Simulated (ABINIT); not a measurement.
## ZnS (F-43m): refractive index against wavelength

The refractive index of ZnS (F-43m) below the direct gap (1.86 eV on the mesh) is read from one computed spectrum, n = √(Re ε).

The structure is cubic, space group F-43m (No. 216). The conventional cell has a = 5.404 Å, b = 5.404 Å, c = 5.404 Å, α = 90.00°, β = 90.00°, γ = 90.00°. Zn on site c is surrounded by 4 S at 2.34 Å. Around S on site a lie 4 Zn at 2.34 Å.

Method: ABINIT 10.8.3, LDA, independent particles, k-mesh 11×11×11, Lorentzian half width 0.04 eV.

Launch of the response step: `optic optic.abi`. The run took 2.3 min, its band step included, on 4 threads of AMD EPYC (Zen 3) (shared host).

```
wavelength (nm)  photon energy E (eV)       n
           3000                 0.413  2.5884
           2000                 0.620  2.5984
           1550                 0.800  2.6109
           1310                 0.946  2.6241
           1064                 1.165       ?
```

In the single-oscillator model n² − 1 = E₀E_d/(E₀² − E²), so 1/(n² − 1) = E₀/E_d − E²/(E₀E_d) is linear in E².

Working, on the rows shown:

| x = E² (eV²) | y = 1/(n² − 1) |
| --- | --- |
| 0.170801 | 0.175444 |
| 0.384302 | 0.173862 |
| 0.639837 | 0.171916 |
| 0.895757 | 0.169898 |

Means: x̄ = 0.52267, ȳ = 0.17278. Σ(x − x̄)(y − ȳ) = -0.002264, Σ(x − x̄)² = 0.2959. Slope = -0.002264 / 0.2959 = -0.007651; intercept = ȳ − slope · x̄ = 0.17678. Turned back into n, the line misses the rows shown by at most 0.00021.

Task: Fill in the last column of the withheld row.

Result: At x = 1.3578 the line gives y = 0.16639, that is 2.6476. The run gave 2.6500, so the extrapolation is off by 0.0024, 4 % of the range in the table.

Refitted with all rows, the slope is -0.007922 and the intercept 0.1769. These give E₀ = √(intercept/−slope) = 4.73 eV and E_d = E₀/intercept = 26.7 eV; E₀ is 2.5 times the direct gap. The electronic limit at long wavelengths, without lattice vibrations, is n = √(1 + 1/intercept) = 2.579. The cell comes from an older database entry, whose edges can be off by a per cent or so. Excitons are left out and so are local fields; LDA gaps are as a rule too small. The values come from a sum over the points of one k-mesh and carry its error, which grows as the direct gap shrinks.

[Logs are printed without paths, hosts, clocks, repeated set-up lines and the standing remarks that a program may print on its own settings, such as how far it seeks lower states.]
